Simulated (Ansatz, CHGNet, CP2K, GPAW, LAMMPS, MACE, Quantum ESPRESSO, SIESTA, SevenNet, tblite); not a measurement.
## Liquid 54SiO2-18Na2O-14BaO-14ZnO (mol %) at 2500 K (76 atoms): runs against a plane-wave reference

Density of this cell: 2.72 g/cm³. The cell holds 76 atoms: 15 Si, 10 Na, 4 Ba, 4 Zn and 43 O. Cell: a = 10.948 Å, b = 10.948 Å, c = 10.948 Å, α = 90.0°, β = 90.0°, γ = 90.0°. 76 atoms (15 Si, 10 Na, 4 Ba, 4 Zn, 43 O) placed at random at 3.23 g/cm³, melted at 4000 K for 10 ps at fixed volume with the Morse and Coulomb pair potential with partial charges (Pedone, Malavasi, Menziani, Cormack and Segre, J. Phys. Chem. B 110, 11780 (2006)). Snapshot at the end of a hold of 10 ps at 2500 K and zero pressure.

Geometry: as built.

The reference, a calculation:

| Quantity | Value |
| --- | --- |
| method | Kohn-Sham DFT, PBE, SSSP efficiency 1.3.0 pseudopotentials, plane waves (Quantum ESPRESSO 7.5); sssp-pbe-1.3.0-efficiency, cutoffs 60/480 Ry, Γ point |
| r.m.s. force component | 3.257 eV/Å |
| longest force | 17.16 eV/Å |
| pressure | 5.776 GPa |
| time | 5.7 min on 4 MPI ranks of Arm Neoverse V2, shared host |
| CPU time | 23 min |

Runs, in no order:
A. CP2K PBE, DZVP-MOLOPT-SR, 800/50 Ry, diagonalisation: Kohn-Sham DFT, PBE, GTH-PBE pseudopotentials, Gaussian and plane waves, DZVP-MOLOPT-SR-GTH, diagonalisation
B. CP2K PBE, SZV-MOLOPT-SR, 800/50 Ry, diagonalisation: Kohn-Sham DFT, PBE, GTH-PBE pseudopotentials, Gaussian and plane waves, SZV-MOLOPT-SR-GTH, diagonalisation
C. GPAW PBE, LCAO dzp, h 0.18 Å, other mixer settings: Kohn-Sham DFT, PBE, PAW, atomic orbitals (dzp)

**Question.** Rank the runs by how far their forces lie from the reference's, least first.

A, C, B.

| run | Δ force, r.m.s. (meV/Å) | share of r.m.s. force (%) | CPU time |
| --- | --- | --- | --- |
| A. CP2K PBE, DZVP-MOLOPT-SR, 800/50 Ry, diagonalisation | 205 | 6.29 | 5 min |
| C. GPAW PBE, LCAO dzp, h 0.18 Å, other mixer settings | 434 | 13.3 | 17 min |
| B. CP2K PBE, SZV-MOLOPT-SR, 800/50 Ry, diagonalisation | 1515 | 46.5 | 5 min |

The network of bonds at the start is that of the classical potential that made the cell, and needn't be the one that DFT or experiment would give. The electronic-structure runs sample only Γ, in a cell whose shortest periodic width is 11 Å.

[Hosts, paths, dates, database ids (printed as entryN), source tags and the programs' standing remarks are cut or masked in the printed files.]
